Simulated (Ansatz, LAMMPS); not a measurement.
# Amorphous 32Ga2O3-68GeO2 (mol %) (69 atoms): where an added charge goes: runs compared

Aim: add and remove one electron in amorphous 32Ga2O3-68GeO2 (mol %) (69 atoms), with atoms held and relaxed, and read trapping energy and localisation.

Computed with Ansatz 0.2.0: Kohn-Sham DFT, PBE, PAW (set soft_1), plane waves.

### Step 1. The cell as built

The cell holds 69 atoms: 12 Ga, 13 Ge and 44 O. Its edges and angles: a = 9.602 Å, b = 9.602 Å, c = 9.602 Å, α = 90.0°, β = 90.0°, γ = 90.0°. 69 atoms (12 Fe, 13 Ge, 44 O) placed at random at 4.43 g/cm³, melted at 5000 K for 10 ps at fixed volume with the Morse and Coulomb pair potential with partial charges (Pedone, Malavasi, Menziani, Cormack and Segre, J. Phys. Chem. B 110, 11780 (2006)). Quenched from 5000 K to 300 K at 20 K/ps and fixed volume, held 5 ps, then minimised at fixed cell. Then Fe was replaced by Ga and the cell scaled by 1.006 (the potential has no terms for the new elements, so the cell is a start for a DFT relaxation).

What the set-up can't give: The quench rate of 20 K/ps is many orders above laboratory rates, so the cell is likely richer in defects and strain than a real sample. The network of bonds at the start is that of the classical potential that made the cell, and needn't be the one that DFT or experiment would give. Only the Γ point is sampled, in a cell whose shortest periodic width is 10 Å.

### Step 2. The reference run

The reference is a single point at the end of the relaxation.

The charged cells start from the geometry of this run, on a uniform background, with spin and a narrow Fermi–Dirac smearing.

Its input, with most atom lines left out:

```yaml
crystal:
  lattice:
    - [9.60207, 0.0, 0.0]
    - [0.0, 9.60207, 0.0]
    - [0.0, 0.0, 9.60207]
  atoms:
    - { symbol: Ga, position: [0.67081, 0.74713, 0.28978] }
    - { symbol: Ga, position: [0.18025, 0.58276, 0.5727] }
    - { symbol: Ga, position: [0.16432, 0.73564, 0.92725] }
    - { symbol: Ga, position: [0.33714, 0.59157, 0.22686] }
    - { symbol: Ga, position: [0.73706, 0.13481, 0.07609] }
    - { symbol: Ga, position: [0.48106, 0.25562, 0.22106] }
    - { symbol: Ga, position: [0.62964, 0.91226, 0.79357] }
    [... atom lines 8 to 69 left out ...]
kpoints:
  mp_grid: { grid: [1, 1, 1] }
hamiltonian:
  xc: pbe
  pseudopotentials: { kind: paw, azcp: { folder: soft_1 } }
scf:
  occupations: { method: fermi_dirac, width: 0.05 }
output:
  forces: true
  stress: true
  populations: intrinsic
  dos:
    method: { smearing: { sigma: 0.15 } }
    de: 0.1
    projected: { site_lists: { Ga: [Ga], Ge: [Ge], O: [O] } }
  eigenvalues: true
  write_density: true
  write_potential: true
  volumetric_format: npy
```

* free energy per atom: -1828.9286 eV/atom
* r.m.s. force component: 0.00748 eV/Å
* pressure: 0.1476 GPa

Filled and empty levels are parted by 1.67 eV (at Γ alone); a semilocal functional tends to put such gaps too low. In a disordered cell it changes from sample to sample, and tail or defect levels can set it.

### Step 3. The runs

Each row is one run, on 4 threads of Arm Neoverse V2, shared host. The free energy is the program's total, comparable only between runs with the same functional, potentials and atoms; between charge states it hangs on the program's zero of potential.

| run | atoms | outcome | ionic steps, all passes | free energy (eV) | time | host memory (GiB) |
| --- | --- | --- | --- | --- | --- | --- |
| Single point at the start | 69 | converged | - | -126189.217 | 11 s | 1.3 |
| Relaxation | 69 | converged | 17 | -126196.075 | 1.8 min | 1.3 |
| Single point at the relaxed geometry | 69 | converged | - | -126196.075 | 14 s | 1.3 |
| An extra electron, atoms held | 69 | converged | - | -126188.950 | 34 s | 2.0 |
| An extra electron, atoms relaxed | 69 | converged | 3 | -126188.970 | 50 s | 2.0 |
| An extra electron, levels at the relaxed geometry | 69 | converged | - | -126188.970 | 34 s | 2.1 |
| Neutral at the geometry of the electron | 69 | converged | - | -126196.057 | 14 s | 1.3 |
| An extra hole, atoms held | 69 | converged | - | -126201.392 | 50 s | 2.1 |
| An extra hole, atoms relaxed | 69 | converged | 6 | -126201.514 | 2.1 min | 2.0 |
| An extra hole, levels at the relaxed geometry | 69 | converged | - | -126201.514 | 43 s | 2.0 |
| Neutral at the geometry of the hole | 69 | converged | - | -126195.882 | 14 s | 1.3 |

Local excerpt of 9 atoms (numbers count through the whole input) about O39, which holds the most spin of the extra hole after relaxation; x, y, z are measured from there.

| atom | x | y | z | distance (Å) | Löwdin charge (e) | moment (μB) |
| --- | --- | --- | --- | --- | --- | --- |
| O39 | 0.00 | 0.00 | 0.00 | 0.00 | -0.60 | 0.15 |
| Ga9 | -1.60 | 0.88 | -0.55 | 1.91 | 1.07 | 0.00 |
| Ga3 | 1.13 | -0.06 | -1.63 | 1.99 | 1.07 | 0.00 |
| Ge13 | -0.77 | -1.43 | 1.22 | 2.03 | 1.44 | 0.00 |
| O45 | -0.89 | 0.38 | -2.29 | 2.48 | -0.65 | 0.02 |
| O36 | -1.56 | -0.02 | 2.11 | 2.62 | -0.63 | 0.00 |
| O47 | -1.98 | -1.76 | 0.00 | 2.65 | -0.63 | 0.06 |
| O31 | 0.86 | -1.78 | 1.90 | 2.74 | -0.63 | 0.00 |
| O66 | 2.63 | -0.67 | -0.51 | 2.76 | -0.67 | 0.01 |

### Step 4. Energies and spread of the extra charge

Energies are differences within one cell and functional; the shift is the gain plus the neutral cell's energy at the new geometry, that is how much cheaper the vertical process becomes there. The spread is the participation number of the site moments (1/Σw², over the spin inside atomic spheres), with the atom that holds the largest share and the spin that the spheres hold in all.

| carrier | charged less neutral, atoms held (eV) | gain on relaxing (eV) | neutral cell at that geometry, less the reference (eV) | shift of the vertical energy (eV) | spread, atoms held | spread, relaxed |
| --- | --- | --- | --- | --- | --- | --- |
| electron | 7.125 | 0.020 | 0.017 | 0.037 | 60; Ga2 4 % of 0.32 μB | 59; Ga2 5 % of 0.33 μB |
| hole | -5.317 | 0.122 | 0.193 | 0.315 | 16; O53 11 % of 0.86 μB | 9; O39 17 % of 0.87 μB |

### Step 5. What came out

The extra electron gains 0.020 eV as the atoms relax, and its spin stays on about 59 atoms: it stays spread out at this level. The cell with the electron ends on a moment of 0.82 μB, short of the 1 μB of one unpaired electron, so the spin density holds only part of the carrier. With the atoms held, the spheres hold only 0.32 of the 0.80 μB, so the spread is read from a small part of the spin. The extra hole gains 0.12 eV as the atoms relax, and its spin goes from about 16 to 9 atoms: a partial localisation as the atoms move, with the largest share on O39. The hole is shared among 2 partly filled levels, as near-degenerate levels under the smearing give, and as self-interaction favours. Adding the two vertical energies gives 1.81 eV, against a gap of 1.67 eV in the neutral cell. The zero of the potential cancels in this sum; the excess isn't taken apart here: charging of a small cell, filling of bands on a coarse mesh and the attraction to the background can all enter.

Caveats: Single energies of charged cells hang on the program's zero of potential. In the spin-polarised runs the search for a state of lower energy was switched off. No distortion was seeded, so a trapped state behind a barrier can't be found. Local and semilocal functionals favour spread-out charges, so trapping can be missed. Charged cells carry a uniform background, with no correction for images.

The DFT runs together took 8.3 min of wall time.

[Logs are printed without paths, hosts, clocks, repeated set-up lines and the standing remarks that a program may print on its own settings, such as how far it seeks lower states.]

[Hosts, paths, dates, database ids (printed as entryN), source tags and the programs' standing remarks are cut or masked in the printed files.]
